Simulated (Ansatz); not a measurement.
# Na3ICl2: complex band structure, part 3 of 3

A new crystal, Na3ICl2: structure, gap and complex bands. It is built by putting I for Br in the Na3BrCl2 structure of space group I4/mmm, with the volume rescaled by atomic radii. The parent structure comes from the Materials Project.

Ansatz 0.2.0; r2SCAN DFT, plane waves, PAW files (the session's first sound run).

So far, gap on the k-mesh (eV): step 3 (the bulk crystal and its band edges, r2SCAN) 4.73; step 6 (LDA, cutoff 420 eV) 3.66.

The structure was built from a prototype and need not be the compound's stable phase.

### Step 8. A repeat with changed settings

This step: r2SCAN DFT, plane waves, PAW files; complex bands by layer matching along the plane's normal; changed: output.transmission.e_range = [-1, 1], output.transmission.de = 0.02 (Ansatz 0.2.0).

This run repeats an earlier one, its twin (the complex run, plane (001)), with two settings changed (output.transmission.e_range, output.transmission.de; files written aside). It is meant to test what the energy window and step decide. Where the input is shown as a difference, that is against the step before, not the twin.

Input file input.yaml:

```yaml
crystal:
  lattice:
    - [4.242485595, 0.0, 0.0]
    - [0.0, 4.242485595, 0.0]
    - [2.121242797, 2.121242797, 8.822401519]
  atoms:
    - { symbol: Na, position: [0.3234031084, 0.3234031084, 0.3531937832] }
    - { symbol: Na, position: [0.0, 0.0, 0.0] }
    - { symbol: Na, position: [0.6765968916, 0.6765968916, 0.6468062168] }
    - { symbol: I, position: [0.5, 0.5, 0.0] }
    - { symbol: Cl, position: [0.1693616741, 0.1693616741, 0.6612766518] }
    - { symbol: Cl, position: [0.8306383259, 0.8306383259, 0.3387233482] }
kpoints:
  mp_grid: { grid: [6, 6, 6] }
scf:
  occupations: { method: fixed }
hamiltonian:
  xc: r2scan
output:
  eigenvalues: true
  transmission:
    leads: [[0, 0]]
    kpoints: [[0.0, 0.0], [0.0, -0.5], [0.5, 0.0]]
    e_range: [-1, 1]
    de: 0.02
```

The run is started by

```
$ ansatz run input.yaml --threads 2 --pin off --max-ram 4096MiB --backend cpu --events-out ev --progress --plain --runs-dir out
```

Numbers of over 12 decimals in the logs are rounded to 6 here.

Output:

```text
[...]
Crystal: 6 atoms, lattice volume = 158.792 Å³
Basis set: ecut = 500 eV, 4017 PW (Γ), exchange–correlation on 128×128×288 points (64 copies of the dense FFT grid, shifted against one another)
Bands: 35, of which v1, the nominal top of the filled ones, is band 29 counted from 1 (28 counted from 0)
Symmetry: 16 space group operations
[...]
k-points: 30 of 216
[...]
SCF iter   1: F=—  HF=-14171.905546 eV  |F-HF|=—  |Δ(HF+E_count)|=         —  Δρ=6.20e-3  dr2=2.96e-2  dr2_τ=3.09e-3  ethr=1.77e-3  ⟨swp⟩=5.8  Hψ=3503  notcnv=0  defer=107
[...]
SCF iter   6: F=-14171.928665 eV  HF=-14171.928665 eV  |F-HF|=2.62e-8  |Δ(HF+E_count)|=   6.76e-7  Δρ=4.26e-6  dr2=2.99e-8  dr2_τ=2.69e-9  ethr=1.72e-10  ⟨swp⟩=11.7  Hψ=4771  notcnv=0
SCF 1 converged in 6 iterations: F = -14171.928665 eV  dr2 = 2.99e-8
[...]
transmission: 12 of 36 steps passed
transmission: 24 of 36 steps passed
transmission: 36 of 36 steps passed
SCF converged after 6 iterations
Free energy (F): -14171.928665 eV
[...]
Internal energy: -14171.928665 eV  (E = F + TS)
E sigma→0 (E₀):  -14171.928665 eV
Fermi energy:    1.933224 eV
[...]
--- Band table (eV; the first three rows and the last of 30) ---
  k-point 0: bands = [... 25 lower, 0.8348, 1.4417, 1.8765, 1.8765, 6.6660, 8.6133, 8.8769, 9.2623, ... 2 higher]
  k-point 1: bands = [... 25 lower, 0.8502, 1.3577, 1.8710, 1.8710, 6.8123, 8.5586, 8.8386, 9.0208, ... 2 higher]
  k-point 2: bands = [... 25 lower, 0.8782, 1.1522, 1.8598, 1.8598, 7.2091, 8.4053, 8.5245, 8.7748, ... 2 higher]
  k-point 29: bands = [... 25 lower, 0.4359, 0.6638, 0.7675, 1.2414, 8.1961, 9.0402, 9.0825, 9.2697, ... 2 higher]
--- Transmission ---
  basis      : 185 plane waves across, 12 finite elements along
  points     : 3, as listed
[...]
crystal 0  : Na3I1Cl2, at the sites [0, 0], period 8.8224 Å: whole cells are its period
[...]
channels       : 0.000000e0 a spin
[...]
slowest decay  : 0.3564 /Å at (0.0000, 0.0000)
```

It took 62 s on 2 threads of Arm Neoverse V2, shared host; peak memory 0.91 GiB.

This step gave:

```yaml
free_energy: -14171.9287 eV
fermi_energy: 1.933 eV
gap_on_the_k_mesh: 4.733 eV
level_to_which_the_leads_are_filled: 2.366 eV from the Fermi level
```

K parallel (0, 0); values up to 1.5 1/Å, a degenerate pair printed once or twice; energies at which all values exceed this have no row. The Im kz of the slowest decaying states by energy, zero at the highest filled level on the SCF mesh:

```csv
energy (eV),decay 1 (Å⁻¹),decay 2 (Å⁻¹),decay 3 (Å⁻¹),decay 4 (Å⁻¹)
-1.000,0.0600,0.189,0.810,1.47
-0.900,0.303,0.810,1.46,-
-0.800,0.357,0.810,1.45,-
-0.700,0.389,0.810,1.44,-
-0.600,0.406,0.809,1.43,-
-0.500,0.412,0.809,1.42,-
-0.400,0.118,0.406,0.808,1.41
-0.300,0.167,0.386,0.807,1.40
-0.200,0.201,0.339,0.805,1.39
-0.100,0.190,0.228,0.804,1.38
0.000,0.250,0.291,0.802,1.37
0.100,0.268,0.405,0.800,1.36
0.200,0.284,0.468,0.798,1.35
0.300,0.298,0.513,0.796,1.34
0.400,0.310,0.548,0.793,1.33
0.500,0.321,0.577,0.791,1.32
0.600,0.330,0.601,0.788,1.31
0.700,0.338,0.623,0.785,1.30
0.800,0.345,0.641,0.782,1.29
0.900,0.351,0.657,0.779,1.28
1.000,0.356,0.672,0.775,1.27
```

K parallel (0, -0.5); values up to 1.5 1/Å, a degenerate pair printed once or twice; energies at which all values exceed this have no row. The Im kz of the slowest decaying states by energy, zero at the highest filled level on the SCF mesh:

```
energy (eV)  decay 1 (Å⁻¹)  decay 2 (Å⁻¹)  decay 3 (Å⁻¹)
     -1.000          0.113          0.989           1.26
     -0.940          0.148           1.02           1.25
     -0.900          0.164           1.04           1.25
     -0.840          0.179           1.05           1.24
     -0.780          0.186           1.06           1.23
     -0.720          0.184           1.07           1.23
     -0.680          0.173           1.07           1.22
     -0.620          0.115           1.08           1.22
     -0.560          0.162           1.08           1.21
     -0.520          0.212           1.08           1.21
     -0.460          0.258           1.08           1.20
     -0.400          0.291           1.07           1.20
     -0.360          0.309           1.07           1.19
     -0.300          0.333           1.06           1.19
     -0.240          0.353           1.05           1.18
     -0.180          0.372           1.04           1.18
     -0.140          0.383           1.02           1.17
     -0.080          0.399          0.992           1.17
     -0.020          0.414          0.914           1.16
      0.000          0.418          0.530           1.16
      0.020          0.423          0.914           1.16
      0.080          0.435          0.993           1.15
      0.140          0.447           1.02           1.14
      0.180          0.455           1.04           1.14
      0.240          0.466           1.05           1.13
      0.300          0.476           1.07           1.13
      0.360          0.485           1.08           1.12
      0.400          0.492           1.08           1.12
      0.460          0.500           1.09           1.11
      0.520          0.508           1.09           1.11
      0.560          0.514           1.10           1.10
      0.620          0.521           1.10           1.10
      0.680          0.528           1.09           1.10
      0.720          0.533           1.09           1.11
      0.780          0.539           1.08           1.11
      0.840          0.546           1.08           1.11
      0.900          0.551           1.07           1.11
      0.940          0.555           1.07           1.11
      1.000          0.561           1.06           1.12
```

K parallel (0.5, 0); values up to 1.5 1/Å, a degenerate pair printed once or twice; energies at which all values exceed this have no row. Table of Im kz of the slowest decaying states by energy, zero at the highest filled level on the SCF mesh:

```csv
energy (eV),decay 1 (Å⁻¹),decay 2 (Å⁻¹),decay 3 (Å⁻¹)
-1.0000,0.113,0.989,1.26
-0.9600,0.139,1.01,1.25
-0.9000,0.164,1.04,1.25
-0.8600,0.175,1.05,1.24
-0.8000,0.185,1.06,1.24
-0.7600,0.187,1.07,1.23
-0.7000,0.180,1.07,1.23
-0.6600,0.163,1.07,1.22
-0.6000,1.08,1.22,-
-0.5600,0.162,1.08,1.21
-0.5000,0.230,1.08,1.21
-0.4600,0.258,1.08,1.20
-0.4000,0.291,1.07,1.20
-0.3600,0.309,1.07,1.19
-0.3000,0.333,1.06,1.19
-0.2600,0.347,1.05,1.18
-0.2000,0.366,1.04,1.18
-0.1600,0.378,1.03,1.17
-0.1000,0.394,1.00,1.17
-0.0600,0.404,0.976,1.16
0.0000,0.418,0.530,1.16
0.0600,0.431,0.977,1.15
0.1000,0.440,1.01,1.15
0.1600,0.451,1.03,1.14
0.2000,0.459,1.04,1.14
0.2400,0.466,1.05,1.13
0.3000,0.476,1.07,1.13
0.3600,0.485,1.08,1.12
0.4000,0.492,1.08,1.12
0.4400,0.497,1.09,1.12
0.5000,0.506,1.09,1.11
0.5400,0.511,1.10,1.11
0.6000,0.519,1.10,1.10
0.6400,0.524,1.10,1.10
0.7000,0.531,1.09,1.11
0.7400,0.535,1.09,1.11
0.8000,0.541,1.08,1.11
0.8600,0.548,1.08,1.11
0.9000,0.551,1.07,1.11
0.9600,0.557,1.07,1.11
1.0000,0.561,1.06,1.12
```

### Step 9. A repeat with changed settings

This step: r2SCAN DFT, plane waves, PAW files; complex bands by layer matching along the plane's normal; changed: scf.convergence.dr2_threshold = -1e-06, scf.max_iter = 100 (Ansatz 0.2.0).

This run repeats an earlier one, its twin (the complex run, plane (001)), with two settings changed (scf.convergence.dr2_threshold, scf.max_iter; files written aside). The setting was drawn as a possible misstep, on purpose. Where the input is shown as a difference, that is against the step before, not the twin.

Edit input.yaml of step 8 so:

```diff
@@ -16,2 +16,4 @@
   occupations: { method: fixed }
+  convergence: { dr2_threshold: -1.0e-06 }
+  max_iter: 100
 hamiltonian:
@@ -23,3 +25,3 @@
     kpoints: [[0.0, 0.0], [0.0, -0.5], [0.5, 0.0]]
-    e_range: [-1, 1]
-    de: 0.02
+    e_range: [-1.0, 5.73]
+    de: 0.17
```

Output:

```text
Error: invalid value for `scf.convergence.dr2_threshold`: must be finite and > 0; got -0.000001 eV
```

The job ended after 0.03 s (2 threads; peak memory 0.031 GiB).

The input was rejected at the start.

The program's message: “Error: invalid value for `scf.convergence.dr2_threshold`: must be finite and > 0; got -0.000001 eV”

The change that led to it: scf.convergence.dr2_threshold = -1e-06.

### Step 10. What came out

| Property | Result |
| --- | --- |
| band gap | 4.73 eV |
| least decay constant at mid-gap, normal to (001) | 0.367 Å⁻¹ |
| least decay constant on a mesh, normal to (001) | 0.367 Å⁻¹ |
| least decay constant, LDA | 0.312 Å⁻¹ |

**Reading.** With r2SCAN, the slowest decay at the wavevectors tried is κ = 0.367 Å⁻¹, normal to (001). Through such a film the transmission near mid-gap falls as exp(−2κd), a factor of ten every 3.1 Å. A free electron under a barrier of half the gap would need a mass of 0.22 mₑ to decay at this rate. With LDA the gap goes from 4.73 to 3.66 eV and the decay constant, over the first 2 listed wavevectors (which shift with the band edges), from 0.367 to 0.312 Å⁻¹. The compound is made up by substitution; its stability against other phases and against distortions of the cell's symmetry was not tested. r2SCAN still narrows gaps, if less than LDA and GGA do, while spin-orbit coupling, left out here, narrows them in compounds of heavy elements, so the error in κ can go either way.

[Logs are printed without paths, hosts, clocks, repeated set-up lines and the standing remarks that a program may print on its own settings, such as how far it seeks lower states.]

[Hosts, paths, dates, database ids (printed as entryN), source tags and the programs' standing remarks are cut or masked in the printed files.]
